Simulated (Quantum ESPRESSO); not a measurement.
# MnB: which magnetic order is lowest, part 2 of 2

A self-consistent run ends on one state, which hangs on the start. Several orders of MnB are started in Quantum ESPRESSO and their energies compared.

Quantum ESPRESSO 7.5; PBEsol; plane waves with GBRV 1.5 PBEsol potentials, no spin-orbit coupling.

So far, absolute magnetization (μB): step 2 (run 1, typed as ferro ++++) 8.35.

## (3) Start 2: antiferro +−−+

pw.in reads:

```
&CONTROL
  calculation = 'scf'
  prefix = 'pwscf'
  outdir = './tmp'
  pseudo_dir = './pseudo'
  disk_io = 'nowf'
/
&SYSTEM
  ibrav = 0
  celldm(1) = 8
  nat = 8
  ntyp = 3
  ecutwfc = 40
  ecutrho = 280
  nbnd = 48
  occupations = 'smearing'
  smearing = 'fd'
  degauss = 0.00734986
  nspin = 2
  starting_magnetization(1) = 0.2333
  starting_magnetization(2) = -0.2333
  starting_magnetization(3) = 0
/
&ELECTRONS
  conv_thr = 1.6d-08
  electron_maxstep = 150
  mixing_beta = 0.3
/
ATOMIC_SPECIES
Mn1    54.9380 mn_pbesol_v1.5.uspp.F.UPF
Mn2    54.9380 mn_pbesol_v1.5.uspp.F.UPF
B      10.8100 b_pbesol_v1.4.uspp.F.UPF
CELL_PARAMETERS alat
   1.3141112951810    0.0000000000000    0.0000000000000
   0.0000000000000    0.7031789017615    0.0000000000000
   0.0000000000000    0.0000000000000    0.9796441802839
ATOMIC_POSITIONS crystal
Mn1     0.1758800000    0.2500000000    0.1208300000
Mn2     0.3241200000    0.7500000000    0.6208300000
Mn2     0.6758800000    0.2500000000    0.3791700000
Mn1     0.8241200000    0.7500000000    0.8791700000
B       0.0341000000    0.2500000000    0.6128000000
B       0.4659000000    0.7500000000    0.1128000000
B       0.5341000000    0.2500000000    0.8872000000
B       0.9659000000    0.7500000000    0.3872000000
K_POINTS automatic
8 8 8 0 0 0
```

The run is started by

```
> OMP_NUM_THREADS=1 mpirun -n 4 pw.x -nk 4 -in pw.in > pw.out
```

The log of the run:

```text
[banner, memory and clock lines left out]
Program PWSCF v.7.5 starts

     Message from routine setup:
     using ibrav=0 with symmetry is DISCOURAGED, use correct ibrav instead

     bravais-lattice index     =            0
     lattice parameter (alat)  =       8.0000  a.u.
     unit-cell volume          =     463.4857 (a.u.)^3
     number of atoms/cell      =            8
     number of atomic types    =            3
     number of electrons       =        72.00
     number of Kohn-Sham states=           48
     kinetic-energy cutoff     =      40.0000  Ry
     charge density cutoff     =     280.0000  Ry
     scf convergence threshold =      1.6E-08
     mixing beta               =       0.3000
     number of iterations used =            8  plain     mixing
     Exchange-correlation= SLA  PW   PSX  PSC
                           (   1   4  10   8   0   0   0)

     celldm(1)=   8.000000  celldm(2)=   0.000000  celldm(3)=   0.000000
     celldm(4)=   0.000000  celldm(5)=   0.000000  celldm(6)=   0.000000

     crystal axes: (cart. coord. in units of alat)
               a(1) = (   1.314111   0.000000   0.000000 )
               a(2) = (   0.000000   0.703179   0.000000 )
               a(3) = (   0.000000   0.000000   0.979644 )

     reciprocal axes: (cart. coord. in units 2 pi/alat)
               b(1) = (  0.760971  0.000000  0.000000 )
               b(2) = (  0.000000  1.422113  0.000000 )
               b(3) = (  0.000000  0.000000  1.020779 )

     PseudoPot. # 1 for Mn read from file:
     mn_pbesol_v1.5.uspp.F.UPF
     Pseudo is Ultrasoft + core correction, Zval = 15.0

     PseudoPot. # 2 for Mn read from file:
     mn_pbesol_v1.5.uspp.F.UPF
     Pseudo is Ultrasoft + core correction, Zval = 15.0

     PseudoPot. # 3 for B  read from file:
     b_pbesol_v1.4.uspp.F.UPF
     Pseudo is Ultrasoft + core correction, Zval =  3.0

     atomic species   valence    mass     pseudopotential
     Mn1              15.00    54.93800     Mn( 1.00)
     Mn2              15.00    54.93800     Mn( 1.00)
     B                 3.00    10.81000     B ( 1.00)

     Starting magnetic structure
     atomic species   magnetization
     Mn1             0.233
     Mn2            -0.233
     B               0.000

      4 Sym. Ops., with inversion, found ( 2 have fractional translation)

   Cartesian axes

     site n.     atom                  positions (alat units)
         1        Mn1    tau(   1) = (   0.2311259   0.1757947   0.1183704  )
         2        Mn2    tau(   2) = (   0.4259298   0.5273842   0.6081925  )
         3        Mn2    tau(   3) = (   0.8881815   0.1757947   0.3714517  )
         4        Mn1    tau(   4) = (   1.0829854   0.5273842   0.8612738  )
         5        B      tau(   5) = (   0.0448112   0.1757947   0.6003260  )
         6        B      tau(   6) = (   0.6122445   0.5273842   0.1105039  )
         7        B      tau(   7) = (   0.7018668   0.1757947   0.8691403  )
         8        B      tau(   8) = (   1.2693001   0.5273842   0.3793182  )

     number of k points=   170  Fermi-Dirac smearing, width (Ry)=  0.0073

     Number of k-points >= 100: set verbosity='high' to print them.

     Dense  grid:    36567 G-vectors     FFT dimensions: (  60,  30,  45)

     Smooth grid:    15855 G-vectors     FFT dimensions: (  45,  24,  32)

     Check: negative core charge=   -0.000056
     Generating pointlists ...
     new r_m :   0.2131 (alat units)  1.7052 (a.u.) for type    1
     new r_m :   0.2131 (alat units)  1.7052 (a.u.) for type    2
     new r_m :   0.1752 (alat units)  1.4020 (a.u.) for type    3

     Initial potential from superposition of free atoms

     starting charge      69.9985, renormalised to      72.0000
     Starting wfcs are   68 randomized atomic wfcs

     Self-consistent Calculation

     iteration #  1     ecut=    40.00 Ry     beta= 0.30
     Davidson diagonalization with overlap
     ethr =  1.00E-02,  avg # of iterations =  2.0

     total energy              =    -867.37252907 Ry
     estimated scf accuracy    <      10.04601987 Ry

     total magnetization       =    -0.00 Bohr mag/cell
     absolute magnetization    =     7.57 Bohr mag/cell

     iteration #  2     ecut=    40.00 Ry     beta= 0.30
     Davidson diagonalization with overlap
     ethr =  1.00E-02,  avg # of iterations =  3.3

     total energy              =    -869.60803885 Ry
     estimated scf accuracy    <       2.02522358 Ry

     total magnetization       =    -0.00 Bohr mag/cell
     absolute magnetization    =     9.31 Bohr mag/cell

     [... further iterations left out ...]

     iteration # 16     ecut=    40.00 Ry     beta= 0.30
     Davidson diagonalization with overlap
     ethr =  2.58E-10,  avg # of iterations =  2.0

     total energy              =    -870.00715356 Ry
     estimated scf accuracy    <       0.00000083 Ry

     total magnetization       =    -0.00 Bohr mag/cell
     absolute magnetization    =     5.65 Bohr mag/cell

     iteration # 17     ecut=    40.00 Ry     beta= 0.30
     Davidson diagonalization with overlap
     ethr =  2.58E-10,  avg # of iterations =  2.8

     Magnetic moment per site  (integrated on atomic sphere of radius R)
     atom   1 (R=0.213)  charge= 12.6554  magn=  1.2661
     atom   2 (R=0.213)  charge= 12.6558  magn= -1.2662
     atom   3 (R=0.213)  charge= 12.6558  magn= -1.2662
     atom   4 (R=0.213)  charge= 12.6554  magn=  1.2661
     atom   5 (R=0.175)  charge=  1.4269  magn= -0.0063
     atom   6 (R=0.175)  charge=  1.4285  magn=  0.0063
     atom   7 (R=0.175)  charge=  1.4285  magn=  0.0063
     atom   8 (R=0.175)  charge=  1.4269  magn= -0.0063

     End of self-consistent calculation

     Number of k-points >= 100: set verbosity='high' to print the bands.

     the Fermi energy is    16.9451 ev

!    total energy              =    -870.00715374 Ry
     estimated scf accuracy    <          7.5E-09 Ry
     smearing contrib. (-TS)   =      -0.01953328 Ry
     internal energy E=F+TS    =    -869.98762046 Ry

     The total energy is F=E-TS. E is the sum of the following terms:
     one-electron contribution =    -374.96739645 Ry
     hartree contribution      =     228.31414744 Ry
     xc contribution           =    -117.08060941 Ry
     ewald contribution        =    -606.25376204 Ry

     total magnetization       =    -0.00 Bohr mag/cell
     absolute magnetization    =     5.65 Bohr mag/cell

     convergence has been achieved in  17 iterations
```

Wall time 2.3 min (4 MPI ranks of Intel Xeon Platinum 8559C (Emerald Rapids), shared host); peak memory 0.91 GiB.

Spin moment in the atom's sphere by atom:

```tsv
atom	spin moment in the atom's sphere (μB)
Mn1	1.27
Mn2	-1.27
Mn3	-1.27
Mn4	1.27
B5	-0.01
B6	0.01
B7	0.01
B8	-0.01
```

Read from the output:

```yaml
smearing_term_ts: 0.2658 eV
magnetization: 0 μB
absolute_magnetization: 5.652 μB
final_state: antiferromagnetic
```

## (4) Run 3 (antiferro +−+−)

Edit pw.in of step 3 so:

```diff
@@ -39,4 +39,4 @@
 Mn2     0.3241200000    0.7500000000    0.6208300000
-Mn2     0.6758800000    0.2500000000    0.3791700000
-Mn1     0.8241200000    0.7500000000    0.8791700000
+Mn1     0.6758800000    0.2500000000    0.3791700000
+Mn2     0.8241200000    0.7500000000    0.8791700000
 B       0.0341000000    0.2500000000    0.6128000000
```

The log of the run:

```text
     [... lines left out ...]
Program PWSCF v.7.5 starts
     [... lines left out ...]
     number of atoms/cell      =            8
     [... lines left out ...]
     number of electrons       =        72.00
     number of Kohn-Sham states=           48
     kinetic-energy cutoff     =      40.0000  Ry
     charge density cutoff     =     280.0000  Ry
     scf convergence threshold =      1.6E-08
     [... lines left out ...]
      4 Sym. Ops. (no inversion) found ( 3 have fractional translation)
     [... lines left out ...]
     number of k points=   125  Fermi-Dirac smearing, width (Ry)=  0.0073
     [... lines left out ...]
     iteration # 17     ecut=    40.00 Ry     beta= 0.30
     [... lines left out ...]
     Magnetic moment per site  (integrated on atomic sphere of radius R)
     atom   1 (R=0.213)  charge= 12.6555  magn=  1.4273
     atom   2 (R=0.213)  charge= 12.6556  magn= -1.4283
     atom   3 (R=0.213)  charge= 12.6555  magn=  1.4273
     atom   4 (R=0.213)  charge= 12.6556  magn= -1.4283
     atom   5 (R=0.175)  charge=  1.4295  magn=  0.0100
     atom   6 (R=0.175)  charge=  1.4295  magn= -0.0099
     atom   7 (R=0.175)  charge=  1.4295  magn=  0.0100
     atom   8 (R=0.175)  charge=  1.4295  magn= -0.0099
     [... lines left out ...]
     the Fermi energy is    16.9245 ev
!    total energy              =    -870.00576704 Ry
     estimated scf accuracy    <          6.0E-09 Ry
     smearing contrib. (-TS)   =      -0.02028586 Ry
     [... lines left out ...]
     total magnetization       =    -0.00 Bohr mag/cell
     absolute magnetization    =     6.43 Bohr mag/cell
     convergence has been achieved in  17 iterations
```

It took 1.8 min on 4 MPI ranks; peak memory 0.78 GiB.

Spin moment in the atom's sphere by atom:

```tsv
atom	spin moment in the atom's sphere (μB)
Mn1	1.43
Mn2	-1.43
Mn3	1.43
Mn4	-1.43
B5	0.01
B6	-0.01
B7	0.01
B8	-0.01
```

Read from the output:

* smearing term TS: 0.2760 eV
* magnetization: 0 μB
* absolute magnetization: 6.433 μB
* final state: antiferromagnetic

## (5) Energies of the orders

An order is kept where moments of 0.15 μB or more survive with the typed signs; meshes match where a doubled cell samples the same k points as the first cell.

Orders:

```tsv
start	final state	typed order kept	energy over the lowest (meV a seeded atom)	largest site moment (μB)	net moment (μB a cell of the first run)	mesh matched	CPU time (s)
ferro ++++	ferromagnetic	yes	0	1.85	7.482	yes	347.5
antiferro +--+	antiferromagnetic	yes	164.7	1.266	0	yes	548.1
antiferro +-+-	antiferromagnetic	yes	169.4	1.428	0.00192	yes	436.7
```

## (6) Results

```
lowest state found      : ferromagnetic (from ferro ++++)
largest site moment     : 1.85 μB
next state with moments : antiferromagnetic, 165 meV a seeded atom higher
```

Only these 3 starts were compared; other wavevectors, canted and longer-period orders were not. Energies are free energies at an electronic temperature of 1160 K, which lowers moments and differences where the moments are itinerant.

[Logs and program files are shortened in this print: banners, set-up blocks, solver, clock and traceback lines can be left out without a mark of their own.]

[Logs are printed without paths, hosts, clocks, repeated set-up lines and the standing remarks that a program may print on its own settings, such as how far it seeks lower states.]

[Hosts, paths, dates, database ids (printed as entryN), source tags and the programs' standing remarks are cut or masked in the printed files.]

[Where a cell is said to come from a database of computed structures, the database is the Materials Project.]
